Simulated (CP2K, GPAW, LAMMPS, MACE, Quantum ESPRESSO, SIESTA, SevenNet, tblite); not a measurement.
# Predicting plane-wave site energies from MACE MPA-0 medium: a vacancy of Ge in amorphous Ge (61 atoms)

Density of this cell: 5.08 g/cm³. The cell holds 61 atoms: 61 Ge. Its edges and angles: a = 11.317 Å, b = 11.317 Å, c = 11.317 Å, α = 90.0°, β = 90.0°, γ = 90.0°. 61 atoms (61 Ge) placed at random at 5.08 g/cm³, melted at 3500 K for 10 ps at fixed volume with the Tersoff potential (Tersoff, Phys. Rev. B 39, 5566 (1989)). Quenched from 3500 K to 100 K at 5 K/ps and fixed volume, held 5 ps, then minimised at fixed cell. Then the atoms were relaxed with MACE MPA-0 medium in the fixed cell.

Calculated with Quantum ESPRESSO 7.5: PBE; plane waves, SSSP efficiency, 45/360 Ry; k-points Γ. The cheaper level is MACE MPA-0 medium, trained on PBE(+U) plane-wave data, no dispersion term. Each row is one cell with a vacancy of Ge, relaxed with MACE MPA-0 medium; both levels solve the same cells, and energies are counted from site Ge26 at each level.

| energy from MACE MPA-0 medium (eV) | energy from plane waves (eV) | site |
| --- | --- | --- |
| 0.000 | 0 | Ge26 |
| 0.091 | 0.7255 | Ge22 |
| 0.512 | 0.5598 | Ge49 |
| 0.561 | ? | ? |
| 1.290 | 2.010 | Ge7 |

**Question.** Fit a straight line to the rows given and interpolate to the withheld row.

**Working.**

Take u as the energy from MACE MPA-0 medium and v as that from plane waves.

| u (eV) | v (eV) |
| --- | --- |
| 0 | 0 |
| 0.0913570 | 0.725488 |
| 0.512116 | 0.559850 |
| 1.29048 | 2.01020 |

With n = 4: mean u = 0.473489, mean v = 0.823884, Σ(u − ū)² = 1.0392, Σ(u − ū)(v − v̄) = 1.3867. Slope b = 1.3867 / 1.0392 = 1.3344; intercept a = v̄ − b ū = 0.19205.

At the withheld site u = 0.5615, and v = a + b u.

Prediction at 0.561: 0.9413 eV. The run gave 1.012 eV, so the fit is low by 0.071 eV (7.0 % of the value).

The slope of 1.3 says that MACE MPA-0 medium compresses the spread of the sites. Taken as it stands, without the line, its value misses the withheld site by 0.45 eV. Among the rows given, the largest miss of the fit is at 0.091, by 0.41 eV (20 % of the range of the table).

Limits: Few sites, one cell. The geometries are those of MACE MPA-0 medium, not of DFT.

[Hosts, paths, dates, database ids (printed as entryN), source tags and the programs' standing remarks are cut or masked in the printed files.]
